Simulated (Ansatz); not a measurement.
# Y on Hf(0001): change of the work function

How does Y on the hcp site change the work function of Hf(0001) as the layer fills?

Main program and level: Ansatz 0.2.0; plane-wave DFT, PBE, Ansatz PAW, in the first sound run; inputs show where later runs differ.

This is a report of a sequence of runs, with most program output left out.

### 1. The structure

The cell holds 4 atoms: 4 Hf. Its edges and angles: a = 3.200 Å, b = 3.200 Å, c = 25.594 Å, α = 90.0°, β = 90.0°, γ = 60.0°. Vacuum lies along c.

### 2. The clean slab

The bare slab comes first, as the zero from which every change is counted. The two lowest layers are held at bulk places and the upper ones relax. The dipole correction removes the false field that a one-sided slab makes across the periodic vacuum, so each face gets a flat vacuum level of its own.

Contents of input.yaml:

```yaml
crystal:
  lattice:
    - [3.2, 0.0, 0.0]
    - [1.6, 2.7712812921, 0.0]
    - [0.0, 0.0, 25.5936]
  atoms:
    - { symbol: Hf, position: [0.6666666667, 0.6666666667, 0.3516504126] }
    - { symbol: Hf, position: [0.0, 0.0, 0.4505501375] }
    - { symbol: Hf, position: [0.6666666667, 0.6666666667, 0.5494498625] }
    - { symbol: Hf, position: [0.0, 0.0, 0.6483495874] }
kpoints:
  mp_grid: { grid: [11, 11, 1] }
hamiltonian:
  xc: pbe
scf:
  occupations: { method: fermi_dirac, width: 0.1 }
  convergence: { dr2_threshold: 1.0e-08 }
efield:
  axis: 3
  dipole_correction: true
  ramp_position: 0.97
  ramp_width: 0.06
relax:
  f_tol: 0.02
  max_steps: 60
  constraints: [{ sites: [0, 1] }]
output:
  write_potential: true
  write_density: true
  volumetric_format: npy
```

Run with:

```
$ ansatz run input.yaml --threads 4 --pin off --max-ram 12288MiB --backend cpu --events-out ev --progress --plain --runs-dir out
```

Elapsed: 31 s, on 4 threads of Arm Neoverse V1, shared host; peak memory 0.69 GiB.

Step by step:

```
step  energy less that of the first step (eV)  largest force component (eV/Å)
   1                                   0.0000                          0.8358
   2                                   0.0080                          1.1587
   3                                  -0.0616                          0.1698
   4                                  -0.0635                          0.0502
   5                                  -0.0637                          0.0014
```

Relaxation step 2 was tried and not accepted.

Forces are held to the 6 operations that the run works with; a distortion that breaks them can't arise in this run.

The atoms that moved most (Å):

```
atom     dx     dy      dz  length
 Hf3  0.000  0.000   0.112   0.112
 Hf4  0.000  0.000  -0.042   0.042
```

Numbers from this step:

| Property | Result |
| --- | --- |
| energy at zero smearing | -62883.4811 eV |
| work function, upper face | 4.326 eV |
| work function, lower face | 4.379 eV |
| dipole along the normal | 0.002620 e·Å |
| step between the vacuum levels | -0.05345 eV |

Running mean over 2.5312 Å of the planar mean; the ramp of the sawtooth is left out. Electron's electrostatic potential energy less the Fermi level against z:

z (Å), electron's electrostatic potential energy less the Fermi level (eV) and a bar from the least value:
```
        3       4.38 ##############################
        4       4.38 ##############################
        5       4.35 ##############################
        6       4.13 #############################
        7       2.31 #########################
        8      -4.04 ##########
        9      -7.40 ##
       10      -7.30 ##
       11      -7.26 ##
       12      -7.07 ##
       13      -6.67 ###
       14      -7.23 ##
       15      -8.07 
       16      -7.96 
       17      -6.75 ###
       18      -0.95 #################
       19       3.51 ############################
       20       4.23 ##############################
       21       4.32 ##############################
       22       4.33 ##############################
```

The relaxation took 5 steps and lowered the energy by 0.064 eV; the largest force on the free atoms ends at 0.0014 eV/Å.

The work function of the upper face is 4.33 eV.

### 3. Adsorbate added, k-mesh 4×4×1, coverage 0.111 ML

System of this step: Y/Hf(0001). The cell holds 37 atoms: 36 Hf and 1 Y. Its edges and angles: a = 9.600 Å, b = 9.600 Å, c = 28.910 Å, α = 90.0°, β = 90.0°, γ = 60.0°. Vacuum lies along c.

The clean slab as it ended is repeated in the plane and the adsorbate is set on one face; the cell's size fixes the coverage, and the k-mesh shrinks with it to keep the sampling density about even. Adsorbate and upper layers relax, since the dipole depends on the height.

Contents of input.yaml:

```yaml
crystal:
  lattice:
    - [9.6, 0.0, 0.0]
    - [4.8, 8.3138438763, 0.0]
    - [0.0, 0.0, 28.9097493242]
  atoms:
    - { symbol: Hf, position: [0.2222222222, 0.2222222222, 0.3113136644] }
    - { symbol: Hf, position: [0.0, 0.0, 0.398868903] }
    - { symbol: Hf, position: [0.2222222222, 0.2222222222, 0.4902898858] }
    - { symbol: Hf, position: [0.0, 0.0, 0.5725391708] }
    - { symbol: Hf, position: [0.2222222222, 0.5555555556, 0.3113136644] }
    - { symbol: Hf, position: [0.0, 0.3333333333, 0.398868903] }
    - { symbol: Hf, position: [0.2222222222, 0.5555555556, 0.4902898858] }
    - { symbol: Hf, position: [0.0, 0.3333333333, 0.5725391708] }
[... 24 atom lines left out ...]
    - { symbol: Hf, position: [0.8888888889, 0.8888888889, 0.3113136644] }
    - { symbol: Hf, position: [0.6666666667, 0.6666666667, 0.398868903] }
    - { symbol: Hf, position: [0.8888888889, 0.8888888889, 0.4902898858] }
    - { symbol: Hf, position: [0.6666666667, 0.6666666667, 0.5725391708] }
    - { symbol: "Y", position: [0.2222222222, 0.2222222222, 0.6886863356] }
kpoints:
  mp_grid: { grid: [4, 4, 1] }
hamiltonian:
  xc: pbe
scf:
  occupations: { method: fermi_dirac, width: 0.1 }
  convergence: { dr2_threshold: 1.0e-08 }
efield:
  axis: 3
  dipole_correction: true
  ramp_position: 0.97
  ramp_width: 0.06
relax:
  f_tol: 0.02
  max_steps: 60
  constraints:
    - { sites: [0, 1, 4, 5, 8, 9, 12, 13, 16, 17, 20, 21, 24, 25, 28, 29, 32, 33] }
output:
  bader: true
  write_potential: true
  write_density: true
  volumetric_format: npy
```

The job ended after 47 min (4 threads; peak memory 7.8 GiB; 3.1 h of CPU time).

Step by step:

```
step  energy less that of the first step (eV)  largest force component (eV/Å)
   1                                   0.0000                          2.2402
   2                                  -0.5259                          2.2109
   3                                  -0.9551                          1.8145
   4                                  -1.2628                          1.0310
   5                                  -1.4281                          0.5836
   6                                  -1.4574                          0.1156
   7                                  -1.4595                          0.0396
   8                                  -1.4606                          0.0071
```

Forces are held to the 6 operations that the run works with; a distortion that breaks them can't arise in this run.

The atoms that moved most (Å):

```
atom      dx      dy      dz  length
 Y37   0.000   0.000  -0.884   0.884
 Hf3   0.000   0.000  -0.127   0.127
Hf12   0.000  -0.029   0.099   0.103
 Hf4   0.025   0.015   0.099   0.103
Hf28  -0.025   0.015   0.099   0.103
 Hf8   0.045  -0.026  -0.078   0.093
Hf16   0.000   0.051  -0.078   0.093
Hf20  -0.045  -0.026  -0.078   0.093
```

The relaxed structure:

```cif
data_structure
_symmetry_space_group_name_H-M 'P 1'
_symmetry_Int_Tables_number 1
_cell_length_a 9.6000
_cell_length_b 9.6000
_cell_length_c 28.9097
_cell_angle_alpha 90.000
_cell_angle_beta 90.000
_cell_angle_gamma 60.000
_cell_volume 2307.37
loop_
_atom_site_label
_atom_site_type_symbol
_atom_site_fract_x
_atom_site_fract_y
_atom_site_fract_z
_atom_site_occupancy
Hf1 Hf 0.22222 0.22222 0.31131 1
Hf2 Hf 0.00000 0.00000 0.39887 1
Hf3 Hf 0.22222 0.22222 0.48591 1
Hf4 Hf 0.00176 0.00176 0.57596 1
Hf5 Hf 0.22222 0.55556 0.31131 1
Hf6 Hf 0.00000 0.33333 0.39887 1
Hf7 Hf 0.21875 0.55886 0.49008 1
Hf8 Hf 0.00619 0.33024 0.56986 1
Hf9 Hf 0.22222 0.88889 0.31131 1
Hf10 Hf 0.00000 0.66667 0.39887 1
Hf11 Hf 0.21875 0.88906 0.49008 1
Hf12 Hf 0.00176 0.66316 0.57596 1
Hf13 Hf 0.55556 0.22222 0.31131 1
Hf14 Hf 0.33333 0.00000 0.39887 1
Hf15 Hf 0.55886 0.21875 0.49008 1
Hf16 Hf 0.33024 0.00619 0.56986 1
Hf17 Hf 0.55556 0.55556 0.31131 1
Hf18 Hf 0.33333 0.33333 0.39887 1
Hf19 Hf 0.55556 0.55556 0.49161 1
Hf20 Hf 0.33024 0.33024 0.56986 1
Hf21 Hf 0.55556 0.88889 0.31131 1
Hf22 Hf 0.33333 0.66667 0.39887 1
Hf23 Hf 0.55886 0.88906 0.49008 1
Hf24 Hf 0.33063 0.66802 0.57401 1
Hf25 Hf 0.88889 0.22222 0.31131 1
Hf26 Hf 0.66667 0.00000 0.39887 1
Hf27 Hf 0.88906 0.21875 0.49008 1
Hf28 Hf 0.66316 0.00176 0.57596 1
Hf29 Hf 0.88889 0.55556 0.31131 1
Hf30 Hf 0.66667 0.33333 0.39887 1
Hf31 Hf 0.88906 0.55886 0.49008 1
Hf32 Hf 0.66802 0.33063 0.57401 1
Hf33 Hf 0.88889 0.88889 0.31131 1
Hf34 Hf 0.66667 0.66667 0.39887 1
Hf35 Hf 0.88889 0.88889 0.49230 1
Hf36 Hf 0.66802 0.66802 0.57401 1
Y37 Y 0.22222 0.22222 0.65812 1
```

This step gave:

```
energy at zero smearing        : -569800.0109 eV
work function, upper face      : 3.203 eV
work function, lower face      : 4.373 eV
dipole along the normal        : 0.5160 e·Å
step between the vacuum levels : -1.170 eV
```

Running mean over 2.5312 Å of the planar mean; the ramp of the sawtooth is left out. The electron's electrostatic potential energy less the Fermi level by z:

z (Å), electron's electrostatic potential energy less the Fermi level (eV) and a bar from the least value:
```
        4       4.37 ##############################
        5       4.34 ##############################
        6       4.12 #############################
        7       2.30 #########################
        8      -4.04 #########
        9      -7.41 #
       10      -7.30 ##
       11      -7.26 ##
       12      -7.08 ##
       13      -6.70 ###
       14      -7.24 ##
       15      -7.94 
       16      -7.81 
       17      -6.79 ###
       18      -2.01 ##############
       19       1.67 #######################
       20       2.33 #########################
       21       3.01 ###########################
       22       3.18 ###########################
       23       3.20 ###########################
       24       3.20 ###########################
       25       3.20 ###########################
```

The relaxation took 8 steps and lowered the energy by 1.5 eV; the largest force on the free atoms ends at 0.0071 eV/Å.

The covered face has 3.20 eV, -1.12 eV against the clean one; the bare back face has moved by -0.01 eV, a measure of how thin the slab is.

(Part 1 of 3 ends here.)

[Logs are printed without paths, hosts, clocks, repeated set-up lines and the standing remarks that a program may print on its own settings, such as how far it seeks lower states.]

[Hosts, paths, dates, database ids (printed as entryN), source tags and the programs' standing remarks are cut or masked in the printed files.]

[Maps of the electrostatic potential energy from Ansatz leave out the sawtooth potential of an applied field or a dipole correction, so their vacuum need not be flat; planar profiles and work functions include it.]
